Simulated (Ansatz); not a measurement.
# C on Rh(100): change of the work function

Aim: the work function of Rh(100) at several coverages of C (hollow site), and the dipole that each adsorbate carries.

Main program and level: Ansatz 0.2.0; plane-wave DFT, PBE, Ansatz PAW.

## (1) The structure

The cell holds 4 atoms: 4 Rh. Cell: a = 2.687 Å, b = 2.687 Å, c = 23.700 Å, α = 90.0°, β = 90.0°, γ = 90.0°. Vacuum lies along c.

## (2) The clean slab

The bare slab comes first, as the zero from which every change is counted. The two lowest layers are held at bulk places and the upper ones relax. The dipole correction removes the false field that a one-sided slab makes across the periodic vacuum, so each face gets a flat vacuum level of its own.

The input, input.yaml:

```yaml
crystal:
  lattice:
    - [2.6870057685, 0.0, 0.0]
    - [0.0, 2.6870057685, 0.0]
    - [0.0, 0.0, 23.7]
  atoms:
    - { symbol: Rh, position: [0.5, 0.5, 0.3797468354] }
    - { symbol: Rh, position: [0.0, 0.0, 0.4599156118] }
    - { symbol: Rh, position: [0.5, 0.5, 0.5400843882] }
    - { symbol: Rh, position: [0.0, 0.0, 0.6202531646] }
kpoints:
  mp_grid: { grid: [11, 11, 1] }
hamiltonian:
  xc: pbe
scf:
  occupations: { method: fermi_dirac, width: 0.1 }
  convergence: { dr2_threshold: 1.0e-08 }
efield:
  axis: 3
  dipole_correction: true
  ramp_position: 0.97
  ramp_width: 0.06
relax:
  f_tol: 0.02
  max_steps: 60
  constraints: [{ sites: [0, 1] }]
output:
  write_potential: true
  write_density: true
  volumetric_format: npy
```

Run with:

```
ansatz run input.yaml --threads 8 --pin off --max-ram 12288MiB --backend cpu --events-out ev --progress --plain --runs-dir out
```

Numbers of over 12 decimals in the logs are rounded to 6 here.

What it wrote:

```text
Engine: ansatz 0.2.0, aarch64-unknown-linux-gnu
Pseudopotentials: kind: paw
Pseudopotential: Rh, paw, valence charge 17, recommended cutoff 420 eV (normal), Rh.paw.azcp
Functional definition: PBE
  parameter kappa = 0.804
  parameter beta = 0.066725
  exchange = pbe_x(kappa = kappa, mu = beta*pi^2/3)
  correlation = pbe_c(beta = beta)
Crystal: 4 atoms, lattice volume = 171.114 Å³
Basis set: ecut = 420 eV, 3379 PW (Γ), exchange–correlation on 36×36×320 points (8 copies of the dense FFT grid, shifted against one another)
Bands: 41, of which v1, the nominal top of the filled ones, is band 34 counted from 1 (33 counted from 0)
Symmetry: 8 space group operations
k-points: 21 of 121
Non-local potential: Rh, projectors of the file, l = 0: 3, l = 1: 2, l = 2: 2, l = 3: 1
PAW form: soft (Blöchl's): semilocal exchange-correlation on the pseudo side does not see the compensation charge
PAW one-centre angular grid: Rh, 590 points (default); XC on 64 Gauss nodes
Initial density: superposition of atomic densities (neutral atoms: chi_scale 0, normalization atom), corrected by the library's trained network
Initial wavefunctions: pseudopotential atomic-orbital guess
Functional: x = pbe(κ = 0.804, μ = 0.219515), c = pbe(β = 0.066725)
SCF iter   1: F=—  HF=-25609.461178 eV  |F-HF|=—  |Δ(HF+E_count)|=         —  Δρ=5.36e-3  dr2=1.89e-1  ethr=1.77e-3  p=0.000 e·Å  D=3.74e-14 V/Å  ΔV_dip=-0.00 eV  dr2_dipole=5.35e-7  V_vac-E_F(+/−)=4.75/4.75 eV  ⟨swp⟩=8.4  Hψ=4094  notcnv=0
efield: sawtooth ramp at fractional position 0.9700 (set: `efield.ramp_position`, or a place that a band, a saddle search or an elastic batch's reference lends), width 0.0600; the density the first Hamiltonian is built on has a dipole p = 0.000 e·Å; the dipole correction subtracts the counter field D = 3.74e-14 V/Å, which shifts the + side's vacuum level by -0.00 eV against the − side's; the planar-averaged density in the ramp window peaks in size at 4.1e-6 e/Å³
preconditioner: auto → LDOS  [metal: Δε(μ)=0.017 eV  Ē_g=5.319 eV  σ=0.100 eV  W_gap=0.04  n_scr=20 (ndim 8)  ℏωp=17.0 eV  f_vac=0.612  D(μ)=7.33/eV (n_scr^D=64)  β→1.0]
SCF iter   2: F=—  HF=-25609.456798 eV  |F-HF|=—  |Δ(HF+E_count)|=   4.38e-3  Δρ=4.02e-3  dr2=2.59e-2  ethr=2.77e-4  p=-0.000 e·Å  D=-7.10e-6 V/Å  ΔV_dip=0.00 eV  dr2_dipole=1.09e-5  V_vac-E_F(+/−)=5.08/5.08 eV  ⟨swp⟩=2.5  Hψ=1346  notcnv=0  defer=3
SCF iter   3: F=—  HF=-25609.454055 eV  |F-HF|=—  |Δ(HF+E_count)|=   2.74e-3  Δρ=1.22e-3  dr2=6.46e-3  ethr=3.81e-5  p=0.000 e·Å  D=5.46e-5 V/Å  ΔV_dip=-0.00 eV  dr2_dipole=4.89e-6  V_vac-E_F(+/−)=5.02/5.02 eV  ⟨swp⟩=2.2  Hψ=1457  notcnv=0  defer=3
SCF iter   4: F=—  HF=-25609.453579 eV  |F-HF|=—  |Δ(HF+E_count)|=   4.77e-4  Δρ=6.30e-4  dr2=8.42e-4  ethr=9.50e-6  p=0.000 e·Å  D=3.39e-5 V/Å  ΔV_dip=-0.00 eV  dr2_dipole=1.01e-7  V_vac-E_F(+/−)=5.04/5.04 eV  ⟨swp⟩=2.1  Hψ=1202  notcnv=0  defer=3
SCF iter   5: F=—  HF=-25609.453497 eV  |F-HF|=—  |Δ(HF+E_count)|=   8.18e-5  Δρ=1.44e-4  dr2=9.57e-5  ethr=1.24e-6  p=0.000 e·Å  D=8.07e-6 V/Å  ΔV_dip=-0.00 eV  dr2_dipole=2.70e-8  V_vac-E_F(+/−)=5.06/5.06 eV  ⟨swp⟩=1.9  Hψ=1072  notcnv=0  defer=3
SCF iter   6: F=—  HF=-25609.453322 eV  |F-HF|=—  |Δ(HF+E_count)|=   1.75e-4  Δρ=2.57e-5  dr2=1.74e-6  ethr=1.41e-7  p=0.000 e·Å  D=7.75e-6 V/Å  ΔV_dip=-0.00 eV  dr2_dipole=1.72e-9  V_vac-E_F(+/−)=5.07/5.07 eV  ⟨swp⟩=2.5  Hψ=1418  notcnv=0  defer=3
SCF iter   7: F=—  HF=-25609.453332 eV  |F-HF|=—  |Δ(HF+E_count)|=   1.03e-5  Δρ=1.18e-5  dr2=3.96e-7  ethr=2.56e-9  p=0.000 e·Å  D=1.26e-6 V/Å  ΔV_dip=-0.00 eV  dr2_dipole=3.33e-10  V_vac-E_F(+/−)=5.07/5.07 eV  ⟨swp⟩=2.7  Hψ=1640  notcnv=0  defer=3
SCF iter   8: F=—  HF=-25609.453333 eV  |F-HF|=—  |Δ(HF+E_count)|=   4.30e-8  Δρ=7.31e-6  dr2=1.16e-7  ethr=5.82e-10  p=-0.000 e·Å  D=-5.67e-9 V/Å  ΔV_dip=0.00 eV  dr2_dipole=2.78e-10  V_vac-E_F(+/−)=5.07/5.07 eV  ⟨swp⟩=2.2  Hψ=1262  notcnv=0  defer=3
SCF iter   9: F=-25609.453333 eV  HF=-25609.453333 eV  |F-HF|=8.80e-8  |Δ(HF+E_count)|=   2.78e-7  Δρ=2.17e-6  dr2=5.72e-9  ethr=1.47e-11  p=-0.000 e·Å  D=-7.44e-8 V/Å  ΔV_dip=0.00 eV  dr2_dipole=2.27e-11  V_vac-E_F(+/−)=5.07/5.07 eV  ⟨swp⟩=8.8  Hψ=6764  notcnv=0
SCF 1 converged in 9 iterations: F = -25609.453333 eV  dr2 = 5.72e-9
  greatest PAW one-centre occupation: 1.000 electrons in one spin orbital (limit 2), on the Rh atom at site 1 (counted from 0), in its partial waves of l = 0
relax step   1: F+E_penalty+E_count = -25609.45333289 eV  Δ(F+E_penalty+E_count) = +0.000e0 eV  max|allowed force component| = 4.393e-1 eV/Å  Δτ_max = 0.0000 Å  (9 SCF iters, accepted)
Initial density: handed on by an earlier stage of this run
Initial wavefunctions: those handed on with the density
iter 1 solved again at ethr=7.22e-6 eV; its pass at ethr=3.10e-3 eV (dr2=4.91e-3 eV) is discarded
SCF iter   1: F=—  HF=-25609.462173 eV  |F-HF|=—  |Δ(HF+E_count)|=         —  Δρ=2.89e-3  dr2=4.86e-3  ethr=7.22e-6  p=-0.000 e·Å  D=-3.44e-8 V/Å  ΔV_dip=0.00 eV  dr2_dipole=1.77e-4  V_vac-E_F(+/−)=5.07/5.07 eV  ⟨swp⟩=3.0  Hψ=3017  notcnv=0  defer=3
efield: sawtooth ramp at fractional position 0.9700 (set: `efield.ramp_position`, or a place that a band, a saddle search or an elastic batch's reference lends), width 0.0600; the density the first Hamiltonian is built on has a dipole p = -0.000 e·Å; the dipole correction subtracts the counter field D = -3.44e-8 V/Å, which shifts the + side's vacuum level by +0.00 eV against the − side's; the planar-averaged density in the ramp window peaks in size at 3.8e-6 e/Å³
preconditioner: auto → LDOS  [metal: Δε(μ)=0.012 eV  Ē_g=5.344 eV  σ=0.100 eV  W_gap=0.03  n_scr=20 (ndim 8)  ℏωp=17.0 eV  f_vac=0.613  D(μ)=7.46/eV (n_scr^D=64)  β→1.0]
SCF iter   2: F=—  HF=-25609.461942 eV  |F-HF|=—  |Δ(HF+E_count)|=   2.31e-4  Δρ=1.04e-3  dr2=1.49e-3  ethr=7.15e-6  p=0.000 e·Å  D=4.44e-4 V/Å  ΔV_dip=-0.01 eV  dr2_dipole=2.01e-4  V_vac-E_F(+/−)=5.07/5.08 eV  ⟨swp⟩=2.1  Hψ=1483  notcnv=0  defer=3
SCF iter   3: F=—  HF=-25609.461618 eV  |F-HF|=—  |Δ(HF+E_count)|=   3.24e-4  Δρ=3.57e-4  dr2=2.40e-4  ethr=2.20e-6  p=-0.000 e·Å  D=-1.22e-4 V/Å  ΔV_dip=0.00 eV  dr2_dipole=2.70e-6  V_vac-E_F(+/−)=5.08/5.08 eV  ⟨swp⟩=2.4  Hψ=1608  notcnv=0  defer=3
SCF iter   4: F=—  HF=-25609.461575 eV  |F-HF|=—  |Δ(HF+E_count)|=   4.27e-5  Δρ=1.14e-4  dr2=2.92e-5  ethr=3.53e-7  p=-0.000 e·Å  D=-4.28e-5 V/Å  ΔV_dip=0.00 eV  dr2_dipole=9.93e-7  V_vac-E_F(+/−)=5.08/5.08 eV  ⟨swp⟩=3.1  Hψ=1609  notcnv=0  defer=3
SCF iter   5: F=—  HF=-25609.461370 eV  |F-HF|=—  |Δ(HF+E_count)|=   2.06e-4  Δρ=3.54e-5  dr2=5.10e-6  ethr=4.29e-8  p=-0.000 e·Å  D=-2.63e-5 V/Å  ΔV_dip=0.00 eV  dr2_dipole=9.47e-7  V_vac-E_F(+/−)=5.08/5.08 eV  ⟨swp⟩=2.0  Hψ=1243  notcnv=0  defer=3
SCF iter   6: F=—  HF=-25609.461368 eV  |F-HF|=—  |Δ(HF+E_count)|=   1.09e-6  Δρ=1.77e-5  dr2=9.89e-7  ethr=7.50e-9  p=-0.000 e·Å  D=-6.20e-5 V/Å  ΔV_dip=0.00 eV  dr2_dipole=7.84e-8  V_vac-E_F(+/−)=5.08/5.08 eV  ⟨swp⟩=1.9  Hψ=1093  notcnv=0  defer=3
SCF iter   7: F=—  HF=-25609.461369 eV  |F-HF|=—  |Δ(HF+E_count)|=   3.60e-7  Δρ=4.71e-6  dr2=3.78e-8  ethr=1.45e-9  p=-0.000 e·Å  D=-5.99e-5 V/Å  ΔV_dip=0.00 eV  dr2_dipole=6.71e-9  V_vac-E_F(+/−)=5.08/5.08 eV  ⟨swp⟩=2.0  Hψ=1236  notcnv=0  defer=3
SCF iter   8: F=-25609.461369 eV  HF=-25609.461369 eV  |F-HF|=8.12e-9  |Δ(HF+E_count)|=   8.56e-8  Δρ=1.31e-6  dr2=3.66e-9  ethr=1.47e-11  p=-0.000 e·Å  D=-6.02e-5 V/Å  ΔV_dip=0.00 eV  dr2_dipole=1.15e-9  V_vac-E_F(+/−)=5.08/5.08 eV  ⟨swp⟩=10.2  Hψ=6551  notcnv=0
SCF 2 converged in 8 iterations: F = -25609.461369 eV  dr2 = 3.66e-9
  greatest PAW one-centre occupation: 1.000 electrons in one spin orbital (limit 2), on the Rh atom at site 2 (counted from 0), in its partial waves of l = 0
relax step   2: F+E_penalty+E_count = -25609.46136891 eV  Δ(F+E_penalty+E_count) = -8.036e-3 eV  max|allowed force component| = 5.857e-2 eV/Å  Δτ_max = 0.0433 Å  (8 SCF iters, accepted)
SCF iter   1: F=—  HF=-25609.461738 eV  |F-HF|=—  |Δ(HF+E_count)|=         —  Δρ=4.46e-4  dr2=4.40e-4  ethr=1.60e-6  p=-0.000 e·Å  D=-6.02e-5 V/Å  ΔV_dip=0.00 eV  dr2_dipole=1.00e-4  V_vac-E_F(+/−)=5.08/5.08 eV  ⟨swp⟩=3.0  Hψ=1925  notcnv=0  defer=3
efield: sawtooth ramp at fractional position 0.9700 (set: `efield.ramp_position`, or a place that a band, a saddle search or an elastic batch's reference lends), width 0.0600; the density the first Hamiltonian is built on has a dipole p = -0.000 e·Å; the dipole correction subtracts the counter field D = -6.02e-5 V/Å, which shifts the + side's vacuum level by +0.00 eV against the − side's; the planar-averaged density in the ramp window peaks in size at 5.8e-6 e/Å³
preconditioner: auto → LDOS  [metal: Δε(μ)=0.010 eV  Ē_g=5.347 eV  σ=0.100 eV  W_gap=0.03  n_scr=20 (ndim 8)  ℏωp=17.0 eV  f_vac=0.613  D(μ)=7.47/eV (n_scr^D=64)  β→1.0]
SCF iter   2: F=—  HF=-25609.461721 eV  |F-HF|=—  |Δ(HF+E_count)|=   1.74e-5  Δρ=1.85e-4  dr2=7.46e-5  ethr=6.48e-7  p=-0.000 e·Å  D=-1.23e-4 V/Å  ΔV_dip=0.00 eV  dr2_dipole=1.68e-5  V_vac-E_F(+/−)=5.08/5.08 eV  ⟨swp⟩=2.4  Hψ=1557  notcnv=0  defer=3
SCF iter   3: F=—  HF=-25609.461517 eV  |F-HF|=—  |Δ(HF+E_count)|=   2.03e-4  Δρ=1.25e-4  dr2=3.07e-5  ethr=1.10e-7  p=0.000 e·Å  D=3.17e-5 V/Å  ΔV_dip=-0.00 eV  dr2_dipole=3.38e-6  V_vac-E_F(+/−)=5.08/5.08 eV  ⟨swp⟩=2.3  Hψ=1592  notcnv=0  defer=3
SCF iter   4: F=—  HF=-25609.461516 eV  |F-HF|=—  |Δ(HF+E_count)|=   1.20e-6  Δρ=1.79e-5  dr2=1.46e-6  ethr=4.52e-8  p=-0.000 e·Å  D=-3.97e-5 V/Å  ΔV_dip=0.00 eV  dr2_dipole=1.87e-7  V_vac-E_F(+/−)=5.08/5.08 eV  ⟨swp⟩=2.7  Hψ=1583  notcnv=0  defer=3
SCF iter   5: F=—  HF=-25609.461519 eV  |F-HF|=—  |Δ(HF+E_count)|=   3.13e-6  Δρ=7.87e-6  dr2=2.21e-7  ethr=2.15e-9  p=-0.000 e·Å  D=-4.05e-5 V/Å  ΔV_dip=0.00 eV  dr2_dipole=2.78e-8  V_vac-E_F(+/−)=5.08/5.08 eV  ⟨swp⟩=2.3  Hψ=1302  notcnv=0  defer=3
SCF iter   6: F=—  HF=-25609.461519 eV  |F-HF|=—  |Δ(HF+E_count)|=   2.11e-7  Δρ=2.81e-6  dr2=1.89e-8  ethr=3.25e-10  p=-0.000 e·Å  D=-3.81e-5 V/Å  ΔV_dip=0.00 eV  dr2_dipole=8.09e-10  V_vac-E_F(+/−)=5.08/5.08 eV  ⟨swp⟩=1.7  Hψ=950  notcnv=0  defer=3
SCF iter   7: F=-25609.461519 eV  HF=-25609.461519 eV  |F-HF|=2.00e-8  |Δ(HF+E_count)|=   3.43e-8  Δρ=7.13e-7  dr2=1.07e-9  ethr=1.47e-11  p=-0.000 e·Å  D=-4.01e-5 V/Å  ΔV_dip=0.00 eV  dr2_dipole=1.16e-10  V_vac-E_F(+/−)=5.08/5.08 eV  ⟨swp⟩=9.8  Hψ=6187  notcnv=0
SCF 3 converged in 7 iterations: F = -25609.461519 eV  dr2 = 1.07e-9
relax step   3: F+E_penalty+E_count = -25609.46151941 eV  Δ(F+E_penalty+E_count) = -1.505e-4 eV  max|allowed force component| = 2.385e-3 eV/Å  Δτ_max = 0.0061 Å  (7 SCF iters, accepted)
NSCF: frozen V_eff on 21 k-points
the band table was solved once a step of the walk had ended and its energy, with any forces and stress, was formed, with the checks that follow a solve (4338 applications of the Hamiltonian). They found nothing against the state; the energy, forces and stress were not computed again (output.eigenvalues in the input reference)
WARN: The input density's exchange-correlation potential varies sharply where the density is thin. Do not read a vacuum level from v_tot or v_xc, or from such a field of the output density. On a cell that repeats whose density bears no net charge and no dipole along the vacuum's axis use v_es (v_loc + v_h of the components); under efield.dipole_correction with no amplitude use v_es + v_field, which holds any external [...]
SCF converged after 7 iterations
Free energy (F): -25609.461519 eV
Harris-Foulkes:  -25609.461519 eV  (|F-HF|=2.00e-8)
Internal energy: -25609.218558 eV  (E = F + TS)
E sigma→0 (E₀):  -25609.340039 eV
Entropy (-TS):   -0.242961 eV (-60.740 meV/atom)
Fermi energy:    3.753340 eV
Dipole field:    D = -0.000056 V/Å  (p = -0.000053 e·Å, saw-weighted, corrected)
Work function:   Φ+ = 5.0815 eV   Φ− = 5.0802 eV
Levels:          The Fermi level and band energies are counted from a zero that moves with the ramp; work functions are not
--- Per-component energies (eV) ---
  E_band       = -1583.092124
  E_kinetic    = 2289.335405
  E_local      = -113677.751597  (includes V_loc(G=0)·N_el)
  E_nonlocal   = 1422.982813
  E_hartree    = 55289.131660
  E_xc         = -883.759155
  E_vxc        = -1108.912307  (∫ρ·V_xc dr)
  E_paw        = -14349.314846  (= ΣΔE_a)
  E_vpaw       = -1087.017072  (= ΣTr[D̂ρ^β])
  E_aug_tail   = 0.003422  (compensation charges beyond the density's cutoff)
  E_efield     = 0.000000  (sawtooth field / dipole correction)
  E_vefield    = 0.000035  (∫n·V_field dr)
  E_ewald      = 44300.153739
  E_smearing   = -0.242961  (= −TS)
  E_closure    = 0.000000  (closes the sum)
  Σ components = -25609.461519   (vs F -25609.461519, Δ=0.00e0)
--- Forces (eV/Å), atoms counted from 1 ---
  atom   1  Rh    -0.00000000     0.00000000     0.26151452
  atom   2  Rh    -0.00000000     0.00000000    -0.26387966
  atom   3  Rh     0.00000000     0.00000000    -0.00004684
  atom   4  Rh    -0.00000000     0.00000000     0.00238502
  max |Σ_I F_I| component: 2.70e-5 eV/Å
--- Band table (eV; the first three rows and the last of 21) ---
  k-point 0: bands = [... 30 lower, 2.6734, 3.0200, 3.5388, 3.6270, 3.6270, 4.2154, 4.3945, 4.5109, ... 3 higher]
  k-point 1: bands = [... 30 lower, 2.9924, 3.0524, 3.1327, 3.1341, 3.8928, 3.9016, 4.0223, 4.2761, ... 3 higher]
  k-point 2: bands = [... 30 lower, 2.6348, 2.8037, 2.8736, 2.8891, 3.7546, 3.7865, 4.0882, 4.2613, ... 3 higher]
  k-point 20: bands = [... 30 lower, 3.9801, 4.0259, 4.4934, 4.6185, 5.0385, 5.1238, 7.8759, 8.8148, ... 3 higher]
--- Relaxed structure (3 steps of the walk, 3 accepted, 0 SCFs on fresh bases) ---
  F+E_penalty+E_count = -25609.46151941 eV   max|allowed force component| = 2.385e-3 eV/Å
  atoms:
    - { symbol: Rh, position: [0.500000, 0.500000, 0.3797468354] }
    - { symbol: Rh, position: [0.0, 0.0, 0.4599156118] }
    - { symbol: Rh, position: [0.500000, 0.500000, 0.541654] }
    - { symbol: Rh, position: [0, 0.0, 0.620251] }
```

Wall time 6.9 s (8 threads of Arm Neoverse V1, shared host); peak memory 0.62 GiB; 51 s of CPU time.

Step by step:

```csv
step,energy less that of the first step (eV),largest force component (eV/Å)
1,0.0000,0.4393
2,-0.0080,0.0586
3,-0.0082,0.0024
```

The run keeps the 8 symmetry operations that it works with, so distortions that break them were not tested.

The atoms that moved most (Å):

```csv
atom,dx,dy,dz,length
Rh3,0.000,0.000,0.037,0.037
```

This step gave:

| Item | Value |
| --- | --- |
| energy at zero smearing | -25609.3400 eV |
| work function, upper face | 5.082 eV |
| dipole along the normal | -5.28e-5 e·Å |

Running mean over 1.9 Å of the planar mean; the ramp of the sawtooth is left out. Electron's electrostatic potential energy less the Fermi level against z:

z (Å), electron's electrostatic potential energy less the Fermi level (eV) and a bar from the least value:
```
        3        5.1 ##############################
        4        5.1 ##############################
        5        5.1 ##############################
        6        5.0 ##############################
        7        4.4 #############################
        8       -3.6 ################
        9      -12.4 ##
       10      -13.0 #
       11      -13.1 #
       12      -12.7 #
       13      -13.3 
       14      -13.4 
       15      -11.4 ###
       16        0.3 ######################
       17        4.8 #############################
       18        5.1 ##############################
       19        5.1 ##############################
       20        5.1 ##############################
```

The relaxation took 3 steps and lowered the energy by 0.0082 eV; the largest force on the free atoms ends at 0.0024 eV/Å.

The work function of the upper face is 5.08 eV.

(Continued in part 2 of 4.)

[Logs are printed without paths, hosts, clocks, repeated set-up lines and the standing remarks that a program may print on its own settings, such as how far it seeks lower states.]

[Hosts, paths, dates, database ids (printed as entryN), source tags and the programs' standing remarks are cut or masked in the printed files.]

[Maps of the electrostatic potential energy from Ansatz leave out the sawtooth potential of an applied field or a dipole correction, so their vacuum need not be flat; planar profiles and work functions include it.]
